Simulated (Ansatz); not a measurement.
# Decaying states in the gap of K2AlAgCl3F3, part 2 of 2

Aim: relax a made-up compound, K2AlAgCl3F3, and see how good a tunnel barrier it would be. It is built by putting F for part of the Cl in the K2AlAgCl6 structure of space group Fm-3m, with the volume rescaled by atomic radii. The parent structure comes from the Materials Project.

Ansatz 0.2.0; PBE DFT, plane waves, PAW files (the session's first sound run).

So far, gap on path (eV): step 3 (the bulk crystal and its band edges) 2.68.

The structure was built from a prototype and need not be the compound's stable phase.

### 6. Decaying states in the gap, plane (101), k-mesh 4×4×4

The same for the (101) plane, at (0, 0) and (0.5, 0), to see how the decay depends on direction.

Input file input.yaml:

```yaml
crystal:
  lattice:
    - [6.855210314, 0.0, 0.0]
    - [3.427605157, 5.636654135, 0.0]
    - [3.427605157, 2.084299804, 5.558878093]
  atoms:
    - { symbol: K, position: [0.2483963507, 0.254810948, 0.2483963507] }
    - { symbol: K, position: [0.7665832724, 0.7002501828, 0.7665832724] }
    - { symbol: Al, position: [0.9799054138, 0.0602837585, 0.9799054138] }
    - { symbol: Ag, position: [0.5143731655, 0.4568805036, 0.5143731655] }
    - { symbol: Cl, position: [0.2351881834, 0.7724072201, 0.2351881834] }
    - { symbol: F, position: [0.1767253715, 0.2368509823, 0.7932118231] }
    - { symbol: F, position: [0.7932118231, 0.2368509823, 0.7932118231] }
    - { symbol: Cl, position: [0.2351881834, 0.7724072201, 0.7572164132] }
    - { symbol: F, position: [0.7932118231, 0.2368509823, 0.1767253715] }
    - { symbol: Cl, position: [0.7572164132, 0.7724072201, 0.2351881834] }
kpoints:
  mp_grid: { grid: [4, 4, 4] }
scf:
  occupations: { method: fixed }
hamiltonian:
  xc: pbe
output:
  eigenvalues: true
  transmission:
    leads: [[0, 0]]
    kpoints: [[0.0, 0.0], [0.5, 0.0]]
    e_range: [-1.0, 3.68]
    de: 0.12
```

Run with:

```
> ansatz run input.yaml --threads 2 --pin off --max-ram 4096MiB --backend cpu --events-out ev --progress --plain --runs-dir out
```

It took 74 s on 2 threads of Arm Neoverse V2, shared host; peak memory 1.1 GiB.

This step gave:

| Item | Value |
| --- | --- |
| decay constant at the filling level, zone centre | 0.2849 Å⁻¹ |
| decay constant at the filling level, slowest listed point | 0.2849 Å⁻¹ |

K parallel (0, 0); values up to 1.5 1/Å, a degenerate pair printed once or twice; energies at which all values exceed this have no row. The Im kz of the slowest decaying states by energy, zero at the highest filled level on the SCF mesh:

| energy (eV) | decay 1 (Å⁻¹) | decay 2 (Å⁻¹) | decay 3 (Å⁻¹) | decay 4 (Å⁻¹) |
| --- | --- | --- | --- | --- |
| -1.00 | 0.411 | 0.411 | 0.434 | 0.446 |
| -0.76 | 0.162 | 0.235 | 0.438 | 0.456 |
| -0.64 | 0.265 | 0.463 | 0.635 | 0.679 |
| -0.40 | 0.154 | 0.347 | 0.427 | 0.478 |
| -0.28 | 0.283 | 0.403 | 0.485 | 0.486 |
| -0.04 | 0.473 | 0.482 | 0.496 | 0.584 |
| 0.08 | 0.111 | 0.221 | 0.496 | 0.500 |
| 0.32 | 0.201 | 0.343 | 0.507 | 0.530 |
| 0.44 | 0.226 | 0.373 | 0.509 | 0.543 |
| 0.68 | 0.259 | 0.416 | 0.512 | 0.561 |
| 0.92 | 0.277 | 0.445 | 0.514 | 0.573 |
| 1.04 | 0.282 | 0.457 | 0.514 | 0.577 |
| 1.28 | 0.286 | 0.476 | 0.512 | 0.583 |
| 1.40 | 0.285 | 0.484 | 0.511 | 0.584 |
| 1.64 | 0.276 | 0.497 | 0.508 | 0.585 |
| 1.76 | 0.268 | 0.502 | 0.506 | 0.585 |
| 2.00 | 0.245 | 0.502 | 0.510 | 0.582 |
| 2.24 | 0.208 | 0.496 | 0.516 | 0.578 |
| 2.36 | 0.182 | 0.493 | 0.518 | 0.575 |
| 2.60 | 0.0965 | 0.485 | 0.520 | 0.568 |
| 2.72 | 0.480 | 0.521 | 0.563 | 0.662 |
| 2.96 | 0.470 | 0.520 | 0.554 | 0.656 |
| 3.08 | 0.463 | 0.519 | 0.549 | 0.652 |
| 3.32 | 0.449 | 0.516 | 0.539 | 0.643 |
| 3.44 | 0.441 | 0.514 | 0.533 | 0.638 |
| 3.68 | 0.422 | 0.508 | 0.521 | 0.626 |

K parallel (0.5, 0); values up to 1.5 1/Å, a degenerate pair printed once or twice; energies at which all values exceed this have no row. Im kz of the slowest decaying states against energy, zero at the highest filled level on the SCF mesh:

| energy (eV) | decay 1 (Å⁻¹) | decay 2 (Å⁻¹) | decay 3 (Å⁻¹) | decay 4 (Å⁻¹) |
| --- | --- | --- | --- | --- |
| -1.00 | 0.179 | 0.335 | 0.354 | 0.511 |
| -0.76 | 0.0707 | 0.397 | 0.427 | 0.487 |
| -0.52 | 0.235 | 0.321 | 0.504 | 0.526 |
| -0.28 | 0.142 | 0.439 | 0.608 | 0.693 |
| -0.04 | 0.103 | 0.141 | 0.495 | 0.651 |
| 0.20 | 0.260 | 0.287 | 0.537 | 0.627 |
| 0.44 | 0.318 | 0.362 | 0.576 | 0.611 |
| 0.68 | 0.357 | 0.412 | 0.603 | 0.781 |
| 0.92 | 0.386 | 0.448 | 0.610 | 0.795 |
| 1.16 | 0.408 | 0.476 | 0.614 | 0.805 |
| 1.40 | 0.425 | 0.499 | 0.615 | 0.812 |
| 1.52 | 0.432 | 0.508 | 0.614 | 0.816 |
| 1.76 | 0.443 | 0.524 | 0.611 | 0.804 |
| 2.00 | 0.451 | 0.537 | 0.605 | 0.786 |
| 2.24 | 0.458 | 0.547 | 0.596 | 0.772 |
| 2.48 | 0.463 | 0.554 | 0.582 | 0.758 |
| 2.72 | 0.472 | 0.542 | 0.559 | 0.582 |
| 2.96 | 0.479 | 0.562 | 0.594 | 0.727 |
| 3.20 | 0.447 | 0.562 | 0.595 | 0.711 |
| 3.44 | 0.404 | 0.561 | 0.593 | 0.694 |
| 3.68 | 0.285 | 0.372 | 0.556 | 0.588 |

At the listed wavevectors the last open channel is at -0.04 eV and the next at +2.72 eV on the grid. At +1.40 eV, the grid energy nearest the filling level (the middle of the gap on the SCF mesh), the slowest state at the listed wavevectors decays with κ = 0.285 Å⁻¹, its amplitude falling by e over 3.5 Å; the first such run, plane (001), gave 0.338 Å⁻¹.

### 7. Band edges at another level, cutoff 500 eV

This step: r2SCAN DFT, plane waves, PAW files (Ansatz 0.2.0).

The edges again with r2SCAN, at the same atoms. Against that run the cutoff is 500 eV against 420.

Input file input.yaml:

```yaml
crystal:
  lattice:
    - [0.0, 4.8473656992, 4.8473656992]
    - [4.8473656992, 0.0, 4.8473656992]
    - [4.6629572412, 4.6629572412, 0.1844084581]
  atoms:
    - { symbol: K, position: [0.7516036493, 0.7516036493, 0.745189052] }
    - { symbol: K, position: [0.2334167276, 0.2334167276, 0.2997498172] }
    - { symbol: Al, position: [0.0200945862, 0.0200945862, -0.0602837585] }
    - { symbol: Ag, position: [0.4856268345, 0.4856268345, 0.5431194964] }
    - { symbol: Cl, position: [0.7648118166, 0.2427835868, 0.2275927799] }
    - { symbol: F, position: [0.2067881769, 0.2067881769, 0.7631490177] }
    - { symbol: F, position: [0.2067881769, 0.8232746285, 0.7631490177] }
    - { symbol: Cl, position: [0.2427835868, 0.7648118166, 0.2275927799] }
    - { symbol: F, position: [0.8232746285, 0.2067881769, 0.7631490177] }
    - { symbol: Cl, position: [0.7648118166, 0.7648118166, 0.2275927799] }
kpoints:
  mp_grid: { grid: [4, 4, 4] }
  band_path: { path: [VBM, CBM], npoints: 30 }
scf:
  occupations: { method: fixed }
hamiltonian:
  xc: r2scan
output:
  eigenvalues: true
```

It took 56 s on 2 threads; peak memory 0.94 GiB; 1.9 min of CPU time.

This step gave:

```
free energy        : -16924.1049 eV
Fermi energy       : 2.625 eV
gap on the k-mesh  : 3.291 eV
gap on path        : 3.291 eV, by band count; negative where bands overlap
direct gap on path : 3.291 eV
```

Levels at VBM (eV): -5.95, -4.41, -4.41, -4.29, -3.58, -3.58, -3.34, -3.30, -3.30, -2.49, -2.24, -2.24, -1.88, -1.88, -1.80, -1.20, -1.13, -1.13, -0.68, -0.68, -0.51, 0.00, 0.00, 3.29, 5.87, 7.08, 7.08, 7.53.

The searched edges give 3.29 eV, as on the mesh.

For the gap on path, step 3 gave 2.68 eV; this run, with r2SCAN and cutoff 500 eV, gives 3.29 eV.

### 8. Complex bands at another level, cutoff 500 eV

This step: r2SCAN DFT, plane waves, PAW files; complex bands by layer matching along the plane's normal (Ansatz 0.2.0).

The complex bands at that level, over its own gap, at (0, 0) and (0.5, 0).

Input file input.yaml:

```yaml
crystal:
  lattice:
    - [6.855210314, 0.0, 0.0]
    - [3.427605157, 5.93678628, 0.0]
    - [0.0, 3.95785752, 5.277850964]
  atoms:
    - { symbol: K, position: [0.2483963507, 0.5032072987, 0.745189052] }
    - { symbol: K, position: [0.7665832724, 0.4668334552, 0.2997498172] }
    - { symbol: Al, position: [0.9799054138, 0.0401891723, 0.9397162415] }
    - { symbol: Ag, position: [0.5143731655, 0.9712536691, 0.5431194964] }
    - { symbol: Cl, position: [0.7572164132, 0.0075954035, 0.2275927799] }
    - { symbol: F, position: [0.7932118231, 0.4135763538, 0.7631490177] }
    - { symbol: F, position: [0.1767253715, 0.0300628054, 0.7631490177] }
    - { symbol: Cl, position: [0.2351881834, 0.0075954035, 0.2275927799] }
    - { symbol: F, position: [0.7932118231, 0.0300628054, 0.7631490177] }
    - { symbol: Cl, position: [0.2351881834, 0.5296236333, 0.2275927799] }
kpoints:
  mp_grid: { grid: [6, 6, 6] }
scf:
  occupations: { method: fixed }
hamiltonian:
  xc: r2scan
output:
  eigenvalues: true
  transmission:
    leads: [[0, 0]]
    kpoints: [[0.0, 0.0], [0.5, 0.0]]
    e_range: [-1.0, 4.29]
    de: 0.13
```

Elapsed: 2.5 min, on 2 threads; peak memory 2.2 GiB.

This step gave:

| Item | Value |
| --- | --- |
| free energy | -16924.1050 eV |
| level to which the leads are filled | 1.646 eV from the Fermi level |
| decay constant at the filling level, zone centre | 0.3822 Å⁻¹ |
| decay constant at the filling level, slowest listed point | 0.3822 Å⁻¹ |

K parallel (0, 0); values up to 1.5 1/Å, a degenerate pair printed once or twice; energies at which all values exceed this have no row. Table of Im kz of the slowest decaying states by energy, zero at the highest filled level on the SCF mesh:

| energy (eV) | decay 1 (Å⁻¹) | decay 2 (Å⁻¹) | decay 3 (Å⁻¹) | decay 4 (Å⁻¹) |
| --- | --- | --- | --- | --- |
| -1.00 | 0.325 | 0.420 | 0.559 | 0.582 |
| -0.61 | 0.222 | 0.350 | 0.372 | 0.627 |
| -0.22 | 0.398 | 0.460 | 0.535 | 0.627 |
| 0.04 | 0.262 | 0.408 | 0.577 | 0.657 |
| 0.17 | 0.411 | 0.417 | 0.632 | 0.659 |
| 0.43 | 0.414 | 0.500 | 0.663 | 0.684 |
| 0.82 | 0.412 | 0.552 | 0.664 | 0.711 |
| 1.21 | 0.401 | 0.581 | 0.662 | 0.725 |
| 1.60 | 0.382 | 0.598 | 0.656 | 0.734 |
| 1.99 | 0.353 | 0.607 | 0.648 | 0.739 |
| 2.38 | 0.311 | 0.610 | 0.638 | 0.742 |
| 2.77 | 0.248 | 0.607 | 0.625 | 0.742 |
| 3.03 | 0.183 | 0.602 | 0.615 | 0.741 |
| 3.42 | 0.591 | 0.598 | 0.737 | 0.882 |
| 3.81 | 0.576 | 0.577 | 0.731 | 0.845 |
| 4.20 | 0.554 | 0.555 | 0.722 | 0.804 |

K parallel (0.5, 0); values up to 1.5 1/Å, a degenerate pair printed once or twice; energies at which all values exceed this have no row. The Im kz of the slowest decaying states by energy, zero at the highest filled level on the SCF mesh:

| energy (eV) | decay 1 (Å⁻¹) | decay 2 (Å⁻¹) | decay 3 (Å⁻¹) | decay 4 (Å⁻¹) |
| --- | --- | --- | --- | --- |
| -1.00 | 0.243 | 0.360 | 0.431 | 0.572 |
| -0.74 | 0.398 | 0.452 | 0.523 | 0.595 |
| -0.48 | 0.0632 | 0.485 | 0.536 | 0.600 |
| -0.22 | 0.307 | 0.570 | 0.576 | 0.660 |
| 0.04 | 0.398 | 0.401 | 0.665 | 0.674 |
| 0.30 | 0.459 | 0.558 | 0.634 | 0.684 |
| 0.56 | 0.506 | 0.619 | 0.627 | 0.704 |
| 0.82 | 0.553 | 0.596 | 0.674 | 0.721 |
| 1.08 | 0.583 | 0.711 | 0.735 | 0.736 |
| 1.34 | 0.588 | 0.736 | 0.742 | 0.746 |
| 1.60 | 0.590 | 0.734 | 0.755 | 0.768 |
| 1.86 | 0.588 | 0.731 | 0.762 | 0.783 |
| 2.12 | 0.584 | 0.727 | 0.767 | 0.784 |
| 2.38 | 0.576 | 0.722 | 0.771 | 0.783 |
| 2.64 | 0.566 | 0.715 | 0.772 | 0.781 |
| 2.90 | 0.551 | 0.707 | 0.773 | 0.778 |
| 3.16 | 0.532 | 0.698 | 0.772 | 0.773 |
| 3.42 | 0.507 | 0.688 | 0.767 | 0.770 |
| 3.68 | 0.474 | 0.677 | 0.760 | 0.766 |
| 3.94 | 0.427 | 0.664 | 0.751 | 0.762 |
| 4.20 | 0.347 | 0.649 | 0.742 | 0.756 |

At the listed wavevectors the last open channel is at -0.09 eV and the next at +3.42 eV on the grid. At +1.60 eV, the grid energy nearest the filling level (the middle of the gap on the SCF mesh), the slowest state at the listed wavevectors decays with κ = 0.382 Å⁻¹, its amplitude falling by e over 2.6 Å; the first such run, plane (001), gave 0.338 Å⁻¹.

### 9. Outcome

- band gap: 2.68 eV
- least decay constant at mid-gap, normal to (001): 0.338 Å⁻¹
- least decay constant at mid-gap, normal to (101): 0.285 Å⁻¹
- least decay constant on a mesh, normal to (001): 0.343 Å⁻¹
- least decay constant, r2SCAN: 0.382 Å⁻¹

In words: With PBE, the slowest decay at the wavevectors tried is κ = 0.285 Å⁻¹, normal to (101). Through such a film the transmission near mid-gap falls as exp(−2κd), a factor of ten every 4.0 Å. The decay depends on direction: 1.2 times faster normal to (001). A free electron under a barrier of half the gap would need a mass of 0.23 mₑ to decay at this rate. With r2SCAN the gap goes from 2.68 to 3.29 eV and the decay constant, over the first 2 listed wavevectors, from 0.338 to 0.382 Å⁻¹. The compound is made up by substitution; its stability against other phases and against distortions of the cell's symmetry was not tested. A semilocal functional narrows gaps, so real decay constants are likely larger.

[Logs are printed without paths, hosts, clocks, repeated set-up lines and the standing remarks that a program may print on its own settings, such as how far it seeks lower states.]

[Hosts, paths, dates, database ids (printed as entryN), source tags and the programs' standing remarks are cut or masked in the printed files.]
